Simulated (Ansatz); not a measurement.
# 1T-TiTe2 bilayer (AB) in a perpendicular field

Wanted: the out-of-plane response of the 1T-TiTe2 bilayer (AB). A positive field points along +c.

Calculated with Ansatz 0.2.0; plane-wave DFT, PBE-D4, Ansatz PAW, in the first sound run; inputs show where later runs differ.

### Step 1. The starting structure

The cell holds 6 atoms: 4 Te and 2 Ti. Cell: a = 3.750 Å, b = 3.750 Å, c = 52.352 Å, α = 90.0°, β = 90.0°, γ = 120.0°. Regions: layer 1: 1T-TiTe2, 3 atoms (2 Te and 1 Ti); layer 2: 1T-TiTe2, 3 atoms (2 Te and 1 Ti). Vacuum lies along c.

### Step 2. Relaxing the slab

The starting cell is a guess, so the in-plane lattice and the atoms are relaxed first, with the slab cut off from its images along the normal.

The input, input.yaml:

```yaml
crystal:
  lattice:
    - [3.75, 0.0, 0.0]
    - [-1.875, 3.2475952642, 0.0]
    - [0.0, 0.0, 52.3518433073]
  atoms:
    - { symbol: Te, position: [0.6666666667, 0.3333333333, 0.3982667788] }
    - { symbol: Ti, position: [0.0, 0.0, 0.433374632] }
    - { symbol: Te, position: [0.3333333333, 0.6666666667, 0.4684824851] }
    - { symbol: Te, position: [0.0, 0.0, 0.5315175149] }
    - { symbol: Ti, position: [0.3333333333, 0.6666666667, 0.566625368] }
    - { symbol: Te, position: [0.6666666667, 0.3333333333, 0.6017332212] }
  periodic: [true, true, false]
kpoints:
  mp_grid: { grid: [12, 12, 1] }
hamiltonian:
  xc: pbe
  dispersion: d4
scf:
  occupations: { method: fermi_dirac, width: 0.05 }
  convergence: { dr2_threshold: 1.0e-09 }
relax:
  f_tol: 0.004
  max_steps: 90
  cell: {}
output:
  write_potential: true
  write_density: true
  volumetric_format: npy
```

Run with:

```
ansatz run input.yaml --threads 4 --pin off --max-ram 6144MiB --backend cpu --events-out ev --progress --plain --runs-dir out
```

Numbers of over 12 decimals in the logs are rounded to 6 here.

Output:

```text
Warning: relax.cell: scf.convergence.dr2_threshold = 1e-9 eV is looser than the 1.40680404295e-10 eV advised for a relaxation that steers and ends on the stress (1e-10 eV for each atom of the cell: 6, times the square of relax.cell.stress_2d_tol = 0.05 N/m over 20.7 Å (the atoms' height at the walk's start and 5 Å past either face), 2.421e-2 GPa, over a crystal's default 0.05). What an SCF threshold leaves in a stress goes as its square root, and in the free energy as the threshold itself, and one threshold admits the most on a small cell: [figures from the program's tests cut] Set scf.convergence.dr2_threshold to 1.40680404295e-10 eV or tighter. [rest of the remark cut]
Engine: ansatz 0.2.0, aarch64-unknown-linux-gnu
Pseudopotentials: kind: paw
Pseudopotential: Te, paw, valence charge 16, recommended cutoff 420 eV (normal), Te.paw.azcp
Pseudopotential: Ti, paw, valence charge 12, recommended cutoff 420 eV (normal), Ti.paw.azcp
Functional definition: PBE
  parameter kappa = 0.804
  parameter beta = 0.066725
  exchange = pbe_x(kappa = kappa, mu = beta*pi^2/3)
  correlation = pbe_c(beta = beta)
Crystal: 6 atoms, lattice volume = 637.566 Å³
Basis set: ecut = 420 eV, 12535 PW (Γ), exchange–correlation on 54×54×720 points (8 copies of the dense FFT grid, shifted against one another)
Bands: 53, of which v1, the nominal top of the filled ones, is band 44 counted from 1 (43 counted from 0)
Symmetry: 12 space group operations
Space group: P-3m1 (ITA 164), of the structure as read, at distance tolerance 8.6e-5 Å
k-points: 19 of 144
Non-local potential: Te, projectors of the file, l = 0: 2, l = 1: 2, l = 2: 2, l = 3: 2
Non-local potential: Ti, projectors of the file, l = 0: 3, l = 1: 2, l = 2: 3, l = 3: 1
PAW form: soft (Blöchl's): semilocal exchange-correlation on the pseudo side does not see the compensation charge
PAW one-centre angular grid: Te, 590 points (default); XC on 64 Gauss nodes
PAW one-centre angular grid: Ti, 590 points (default); XC on 64 Gauss nodes
Initial density: superposition of atomic densities (neutral atoms: chi_scale 0, normalization atom), corrected by the library's trained network
Initial wavefunctions: pseudopotential atomic-orbital guess
Functional: x = pbe(κ = 0.804, μ = 0.219515), c = pbe(β = 0.066725)
SCF iter   1: F=—  HF=-32925.243826 eV  |F-HF|=—  |Δ(HF+E_count)|=         —  Δρ=1.59e-3  dr2=5.78e-2  ethr=1.77e-3  ⟨swp⟩=14.1  Hψ=5387  notcnv=0
preconditioner: auto → LDOS  [metal: Δε(μ)=0.060 eV  Ē_g=5.875 eV  σ=0.050 eV  W_gap=0.29  n_scr=62 (ndim 8)  ℏωp=8.3 eV  f_vac=0.720  D(μ)=2.89/eV (n_scr^D=14)  β→1.0]
SCF iter   2: F=—  HF=-32925.240262 eV  |F-HF|=—  |Δ(HF+E_count)|=   3.56e-3  Δρ=1.55e-3  dr2=6.62e-2  ethr=6.56e-5  ⟨swp⟩=3.9  Hψ=2484  notcnv=0  defer=8
SCF iter   3: F=—  HF=-32925.235682 eV  |F-HF|=—  |Δ(HF+E_count)|=   4.58e-3  Δρ=3.98e-4  dr2=4.86e-3  ethr=6.56e-5  ⟨swp⟩=2.3  Hψ=1397  notcnv=0  defer=8
SCF iter   4: F=—  HF=-32925.235243 eV  |F-HF|=—  |Δ(HF+E_count)|=   4.39e-4  Δρ=9.09e-5  dr2=9.68e-5  ethr=5.52e-6  ⟨swp⟩=3.0  Hψ=1433  notcnv=0  defer=8
SCF iter   5: F=—  HF=-32925.235280 eV  |F-HF|=—  |Δ(HF+E_count)|=   3.73e-5  Δρ=2.10e-5  dr2=1.95e-6  ethr=1.10e-7  ⟨swp⟩=3.3  Hψ=1763  notcnv=0  defer=8
SCF iter   6: F=—  HF=-32925.235309 eV  |F-HF|=—  |Δ(HF+E_count)|=   2.91e-5  Δρ=8.24e-6  dr2=1.35e-6  ethr=2.22e-9  ⟨swp⟩=3.5  Hψ=2233  notcnv=0  defer=8
SCF iter   7: F=—  HF=-32925.235310 eV  |F-HF|=—  |Δ(HF+E_count)|=   6.43e-7  Δρ=2.83e-6  dr2=2.38e-7  ethr=1.54e-9  ⟨swp⟩=2.9  Hψ=1993  notcnv=0  defer=8
SCF iter   8: F=—  HF=-32925.235310 eV  |F-HF|=—  |Δ(HF+E_count)|=   1.18e-7  Δρ=9.22e-7  dr2=5.28e-9  ethr=2.71e-10  ⟨swp⟩=3.2  Hψ=1674  notcnv=0  defer=8
SCF iter   9: F=-32925.235310 eV  HF=-32925.235310 eV  |F-HF|=2.95e-9  |Δ(HF+E_count)|=   3.25e-8  Δρ=2.93e-7  dr2=6.47e-10  ethr=1.14e-12  ⟨swp⟩=12.2  Hψ=7317  notcnv=0
SCF 1 converged in 9 iterations: F = -32925.235310 eV  dr2 = 6.47e-10
  greatest PAW one-centre occupation: 0.999 electrons in one spin orbital (limit 2), on the Ti atom at site 4 (counted from 0), in its partial waves of l = 0
relax step   1: F+E_penalty+E_count = -32925.23530986 eV  Δ(F+E_penalty+E_count) = +0.000e0 eV  max|allowed force component| = 8.679e-1 eV/Å  Δτ_max = 0.0000 Å  P = -5.285 N/m  Ω = 637.566 Å³  fix = [c, alpha, beta]  reactions: c -0.000 N/m  (9 SCF iters, accepted)
Crystal: 6 atoms, lattice volume = 627.142 Å³
Basis set: ecut = 420 eV, 12283 PW (Γ), exchange–correlation on 54×54×720 points (8 copies of the dense FFT grid, shifted against one another)
Initial density: handed on by an earlier stage of this run
Initial wavefunctions: those handed on with the density
iter 1 solved again at ethr=9.89e-4 eV; its pass at ethr=3.10e-3 eV (dr2=8.70e-1 eV) is discarded
SCF iter   1: F=—  HF=-32925.363896 eV  |F-HF|=—  |Δ(HF+E_count)|=         —  Δρ=7.42e-3  dr2=8.67e-1  ethr=9.89e-4  ⟨swp⟩=2.0  Hψ=6256  notcnv=0
preconditioner: auto → LDOS  [metal: Δε(μ)=0.093 eV  Ē_g=6.077 eV  σ=0.050 eV  W_gap=0.39  n_scr=62 (ndim 8)  ℏωp=8.4 eV  f_vac=0.728  D(μ)=2.63/eV (n_scr^D=14)  β→1.0]
SCF iter   2: F=—  HF=-32925.393036 eV  |F-HF|=—  |Δ(HF+E_count)|=   2.91e-2  Δρ=7.78e-3  dr2=1.10e0  ethr=9.85e-4  ⟨swp⟩=4.2  Hψ=1745  notcnv=0
SCF iter   3: F=—  HF=-32925.281908 eV  |F-HF|=—  |Δ(HF+E_count)|=   1.11e-1  Δρ=6.77e-4  dr2=5.90e-3  ethr=9.85e-4  ⟨swp⟩=3.6  Hψ=1719  notcnv=0  defer=11
SCF iter   4: F=—  HF=-32925.278223 eV  |F-HF|=—  |Δ(HF+E_count)|=   3.68e-3  Δρ=3.93e-4  dr2=3.12e-3  ethr=6.71e-6  ⟨swp⟩=4.1  Hψ=2468  notcnv=0  defer=15
SCF iter   5: F=—  HF=-32925.277645 eV  |F-HF|=—  |Δ(HF+E_count)|=   5.78e-4  Δρ=1.30e-4  dr2=5.56e-4  ethr=3.54e-6  ⟨swp⟩=3.7  Hψ=2022  notcnv=0  defer=15
SCF iter   6: F=—  HF=-32925.277571 eV  |F-HF|=—  |Δ(HF+E_count)|=   7.42e-5  Δρ=3.66e-5  dr2=2.61e-5  ethr=6.32e-7  ⟨swp⟩=3.0  Hψ=1461  notcnv=0  defer=15
SCF iter   7: F=—  HF=-32925.277600 eV  |F-HF|=—  |Δ(HF+E_count)|=   2.96e-5  Δρ=6.09e-6  dr2=4.39e-7  ethr=2.97e-8  ⟨swp⟩=3.1  Hψ=2107  notcnv=0  defer=15
SCF iter   8: F=—  HF=-32925.277643 eV  |F-HF|=—  |Δ(HF+E_count)|=   4.21e-5  Δρ=1.95e-6  dr2=4.90e-8  ethr=4.99e-10  ⟨swp⟩=3.8  Hψ=2340  notcnv=0  defer=15
SCF iter   9: F=—  HF=-32925.277643 eV  |F-HF|=—  |Δ(HF+E_count)|=   3.78e-8  Δρ=6.65e-7  dr2=1.10e-8  ethr=5.57e-11  ⟨swp⟩=3.1  Hψ=2051  notcnv=0  defer=15
SCF iter  10: F=-32925.277643 eV  HF=-32925.277643 eV  |F-HF|=7.73e-9  |Δ(HF+E_count)|=   8.79e-9  Δρ=2.15e-7  dr2=2.59e-10  ethr=1.14e-12  ⟨swp⟩=10.3  Hψ=8063  notcnv=0
SCF 2 converged in 10 iterations: F = -32925.277643 eV  dr2 = 2.59e-10
[...]
SCF iter   6: F=—  HF=-32925.451165 eV  |F-HF|=—  |Δ(HF+E_count)|=   2.13e-5  Δρ=2.04e-5  dr2=2.48e-6  ethr=4.68e-8  ⟨swp⟩=3.8  Hψ=2267  notcnv=0  defer=2
SCF iter   7: F=—  HF=-32925.451208 eV  |F-HF|=—  |Δ(HF+E_count)|=   4.28e-5  Δρ=6.17e-6  dr2=7.71e-7  ethr=2.82e-9  ⟨swp⟩=2.8  Hψ=1931  notcnv=0  defer=2
SCF iter   8: F=—  HF=-32925.451208 eV  |F-HF|=—  |Δ(HF+E_count)|=   4.25e-7  Δρ=2.09e-6  dr2=3.50e-8  ethr=8.76e-10  ⟨swp⟩=3.4  Hψ=1837  notcnv=0  defer=2
SCF iter   9: F=—  HF=-32925.451208 eV  |F-HF|=—  |Δ(HF+E_count)|=   1.10e-7  Δρ=5.24e-7  dr2=2.11e-9  ethr=3.98e-11  ⟨swp⟩=3.5  Hψ=2046  notcnv=0  defer=2
SCF iter  10: F=-32925.451208 eV  HF=-32925.451208 eV  |F-HF|=2.44e-9  |Δ(HF+E_count)|=   9.63e-9  Δρ=1.47e-7  dr2=1.21e-10  ethr=1.14e-12  ⟨swp⟩=11.4  Hψ=6736  notcnv=0
SCF 3 converged in 10 iterations: F = -32925.451208 eV  dr2 = 1.21e-10
relax step   3: F+E_penalty+E_count = -32925.45120834 eV  Δ(F+E_penalty+E_count) = -1.736e-1 eV  max|allowed force component| = 9.214e-2 eV/Å  Δτ_max = 0.1927 Å  P = -0.734 N/m  Ω = 623.648 Å³  energy of the carried Pulay correction = +5.009e-4 eV  fix = [c, alpha, beta]  reactions: c -0.000 N/m  (10 SCF iters, accepted)
[...]
relax step   4: F+E_penalty+E_count = -32925.45131016 eV  Δ(F+E_penalty+E_count) = -1.018e-4 eV  max|allowed force component| = 8.445e-2 eV/Å  Δτ_max = 0.0009 Å  P = -0.728 N/m  Ω = 623.660 Å³  energy of the carried Pulay correction = +5.005e-4 eV  fix = [c, alpha, beta]  reactions: c -0.000 N/m  (6 SCF iters, accepted)
[...]
relax step   5: F+E_penalty+E_count = -32925.45369284 eV  Δ(F+E_penalty+E_count) = -2.383e-3 eV  max|allowed force component| = 7.876e-3 eV/Å  Δτ_max = 0.0170 Å  P = -0.185 N/m  Ω = 620.352 Å³  energy of the carried Pulay correction = +6.212e-4 eV  fix = [c, alpha, beta]  reactions: c -0.000 N/m  (8 SCF iters, accepted)
[...]
relax step   6: F+E_penalty+E_count = -32925.45392144 eV  Δ(F+E_penalty+E_count) = -2.286e-4 eV  max|allowed force component| = 5.925e-4 eV/Å  Δτ_max = 0.0030 Å  P = +0.007 N/m  Ω = 618.733 Å³  energy of the carried Pulay correction = +6.805e-4 eV  fix = [c, alpha, beta]  reactions: c +0.000 N/m  (8 SCF iters, accepted)
Basis set: ecut = 420 eV, 12139 PW (Γ), exchange–correlation on 50×50×720 points (8 copies of the dense FFT grid, shifted against one another)
Initial wavefunctions: pseudopotential atomic-orbital guess (no wavefunctions were taken with the density)
iter 1 solved again at ethr=1.03e-6 eV; its pass at ethr=3.10e-3 eV (dr2=9.04e-4 eV) is discarded
SCF iter   1: F=—  HF=-32925.453132 eV  |F-HF|=—  |Δ(HF+E_count)|=         —  Δρ=1.49e-5  dr2=2.13e-7  ethr=1.03e-6  ⟨swp⟩=5.3  Hψ=8797  notcnv=0
eigensolver tolerance schedule: the retry pair's looser diagonalisation over-reported the residual by 4241.39 of it (diagonalisation noise at an unbounded share of the residual, at the tolerance the schedule requests for it); recorded, not acted on — ethr = c·dr2/N_el stays at c = 1.0e-1
preconditioner: auto → LDOS  [metal: Δε(μ)=0.052 eV  Ē_g=6.132 eV  σ=0.050 eV  W_gap=0.25  n_scr=50 (ndim 8)  ℏωp=8.4 eV  f_vac=0.726  D(μ)=2.45/eV (n_scr^D=14)  β→1.0]
SCF iter   2: F=—  HF=-32925.453196 eV  |F-HF|=—  |Δ(HF+E_count)|=   6.39e-5  Δρ=5.08e-6  dr2=1.83e-7  ethr=2.42e-10  ⟨swp⟩=5.0  Hψ=3234  notcnv=0
SCF iter   3: F=—  HF=-32925.453196 eV  |F-HF|=—  |Δ(HF+E_count)|=   9.53e-8  Δρ=1.52e-6  dr2=5.36e-8  ethr=2.08e-10  ⟨swp⟩=2.9  Hψ=1988  notcnv=0
SCF iter   4: F=—  HF=-32925.453196 eV  |F-HF|=—  |Δ(HF+E_count)|=   3.06e-9  Δρ=6.89e-7  dr2=6.21e-9  ethr=6.10e-11  ⟨swp⟩=3.9  Hψ=2450  notcnv=0
SCF iter   5: F=-32925.453196 eV  HF=-32925.453196 eV  |F-HF|=3.65e-9  |Δ(HF+E_count)|=   9.05e-9  Δρ=1.45e-7  dr2=1.55e-10  ethr=1.14e-12  ⟨swp⟩=14.6  Hψ=8352  notcnv=0
SCF 7 converged in 5 iterations: F = -32925.453196 eV  dr2 = 1.55e-10
relax step   7: F+E_penalty+E_count = -32925.45319562 eV  Δ(F+E_penalty+E_count) = +7.258e-4 eV  max|allowed force component| = 6.387e-4 eV/Å  Δτ_max = 0.0000 Å  P = +0.009 N/m  Ω = 618.733 Å³  fix = [c, alpha, beta]  reactions: c +0.000 N/m  stress off target by 9.44e-3 N/m on what of the cell is left free  SCF on the basis re-selected at this cell (its energy is not comparable with the rows above)  (5 SCF iters)
basis re-selected at this cell: Δ(F+E_penalty+E_count) = +7.258e-4 eV, ΔP = +0.003 N/m vs the last step (what re-selecting the basis moved, of the pressure what is left beyond the Pulay correction that the steps carried, after the strain that the cell walked since its last selection, with what the two solves' SCF thresholds leave and, on support functions, any second-order correction that the steps lacked; it is no measure of the basis error at this ecutwfc). The dense FFT grid was sized anew with the basis: this SCF ran on 25×25×360 points, the steps before it on 27×27×360, so part of this shift can come from that change (see relax.cell in the input reference). [rest of the remark cut]
SCF converged after 5 iterations
Free energy (F): -32925.453196 eV
Harris-Foulkes:  -32925.453196 eV  (|F-HF|=3.65e-9)
Internal energy: -32925.432423 eV  (E = F + TS)
E sigma→0 (E₀):  -32925.442809 eV
Entropy (-TS):   -0.020772 eV (-3.462 meV/atom)
Fermi energy:    -4.819001 eV
--- Per-component energies (eV) ---
  E_band       = -2658.236328
  E_kinetic    = 1267.583412
  E_local      = -526831.498076  (includes V_loc(G=0)·N_el)
  E_nonlocal   = -1223.988872
  E_hartree    = 263327.082297
  E_xc         = -693.425303
  E_vxc        = -662.236795  (∫ρ·V_xc dr)
  E_paw        = -20745.107966  (= ΣΔE_a)
  E_vpaw       = -1862.256539  (= ΣTr[D̂ρ^β])
  E_aug_tail   = -0.000476  (compensation charges beyond the density's cutoff)
  E_ewald      = 251976.092465
  E_disp       = -2.169904  (pairwise vdW)
  E_smearing   = -0.020772  (= −TS)
  E_closure    = 0.000000  (closes the sum)
  Σ components = -32925.453196   (vs F -32925.453196, Δ=0.00e0)
--- Forces (eV/Å), atoms counted from 1 ---
  atom   1  Te    -0.00000000     0.00000000    -0.00031214
  atom   2  Ti     0.00000000    -0.00000000     0.00028163
  atom   3  Te     0.00000000    -0.00000000     0.00063871
  atom   4  Te    -0.00000000     0.00000000    -0.00063871
  atom   5  Ti     0.00000000     0.00000000    -0.00028163
  atom   6  Te     0.00000000    -0.00000000     0.00031214
  max |Σ_I F_I| component: 2.31e-18 eV/Å
--- 2D stress c σ (N/m, compression-positive) ---
        0.009444      -0.000000       0.000000
       -0.000000       0.009444       0.000000
        0.000000       0.000000       0.000000
  P = ½ c Tr σ = 0.0094 N/m
--- Band table (eV; the first three rows and the last of 19) ---
  k-point 0: bands = [... 40 lower, -4.4276, -4.3317, -4.3317, -4.3287, -4.3287, -4.0187, -3.5897, -3.5897, ... 5 higher]
  k-point 1: bands = [... 40 lower, -4.8342, -4.7821, -4.5714, -4.5386, -4.4138, -4.2130, -3.5671, -3.4441, ... 5 higher]
  k-point 2: bands = [... 40 lower, -5.8606, -5.4053, -4.9627, -4.8993, -4.4929, -4.3787, -3.5783, -3.3203, ... 5 higher]
  k-point 18: bands = [... 40 lower, -6.8150, -6.7819, -6.7365, -6.7365, -3.7060, -3.6226, -3.6226, -3.5596, ... 5 higher]
  the weakly bound empty levels are not read free of the cell's end (no_gap_told)
--- Relaxed structure (6 steps of the walk, 6 accepted, 1 SCFs on fresh bases) ---
  F+E_penalty+E_count = -32925.45319562 eV   max|allowed force component| = 6.387e-4 eV/Å   (the final SCF, on the basis selected at the relaxed cell)
  cell:  # Å, volume = 618.7329 Å³
    - [3.694199, 0.0, 0]
    - [-1.847100, 3.199270, 0]
    - [0, 0, 52.3518433073]
  atoms:
    - { symbol: Te, position: [0.666667, 0.333333, 0.401496] }
    - { symbol: Ti, position: [3.015904263089348e-18, 0, 0.435060] }
    - { symbol: Te, position: [0.333333, 0.666667, 0.468430] }
    - { symbol: Te, position: [0, 0, 0.531570] }
    - { symbol: Ti, position: [0.333333, 0.666667, 0.564940] }
    - { symbol: Te, position: [0.666667, 0.333333, 0.598504] }
```

Elapsed: 78 s, on 4 threads of Arm Neoverse V1, shared host; peak memory 1.4 GiB; 5.1 min of CPU time.

Step by step:

| step | energy less that of the first step (eV) | largest force component (eV/Å) | volume (Å³) |
| --- | --- | --- | --- |
| 1 | 0.0000 | 0.8679 | 637.57 |
| 2 | -0.0423 | 0.9488 | 627.14 |
| 3 | -0.2159 | 0.0921 | 623.65 |
| 4 | -0.2160 | 0.0844 | 623.66 |
| 5 | -0.2184 | 0.0079 | 620.35 |
| 6 | -0.2186 | 0.0006 | 618.73 |
| 7* | -0.2179 | 0.0006 | 618.73 |

Relaxation steps marked * repeat the geometry before them on a plane-wave basis chosen anew for their cell, so energy and pressure can jump there.

The run keeps the 12 symmetry operations that it works with, so distortions that break them were not tested.

| cell as run | before | after | change |
| --- | --- | --- | --- |
| a (Å) | 3.750 | 3.694 | -1.5 % |
| b (Å) | 3.750 | 3.694 | -1.5 % |

The atoms that moved most (Å, along periodic axes as changes of fractional coordinates times the final cell, across vacuum about the mean position):

| atom | dx | dy | dz | length |
| --- | --- | --- | --- | --- |
| Te6 | 0.000 | 0.000 | -0.169 | 0.169 |
| Te1 | 0.000 | 0.000 | 0.169 | 0.169 |
| Ti2 | 0.000 | 0.000 | 0.088 | 0.088 |
| Ti5 | 0.000 | 0.000 | -0.088 | 0.088 |

Final coordinates:

```xyz
6
Lattice="3.6942 0.0000 0.0000 -1.8471 3.1993 0.0000 0.0000 0.0000 52.3518" Properties=species:S:1:pos:R:3
Te    1.8471    1.0664   21.0191
Ti    0.0000    0.0000   22.7762
Te    0.0000    2.1328   24.5232
Te    0.0000    0.0000   27.8287
Ti    0.0000    2.1328   29.5757
Te    1.8471    1.0664   31.3328
```

Numbers from this step:

```
energy at zero smearing : -32925.4428 eV
```

The lattice constant a goes from 3.750 to 3.694 Å.

(Part 1 of 4 ends here.)

[Logs are printed without paths, hosts, clocks, repeated set-up lines and the standing remarks that a program may print on its own settings, such as how far it seeks lower states.]

[Hosts, paths, dates, database ids (printed as entryN), source tags and the programs' standing remarks are cut or masked in the printed files.]

[Maps of the electrostatic potential energy from Ansatz leave out the sawtooth potential of an applied field or a dipole correction, so their vacuum need not be flat; planar profiles and work functions include it.]
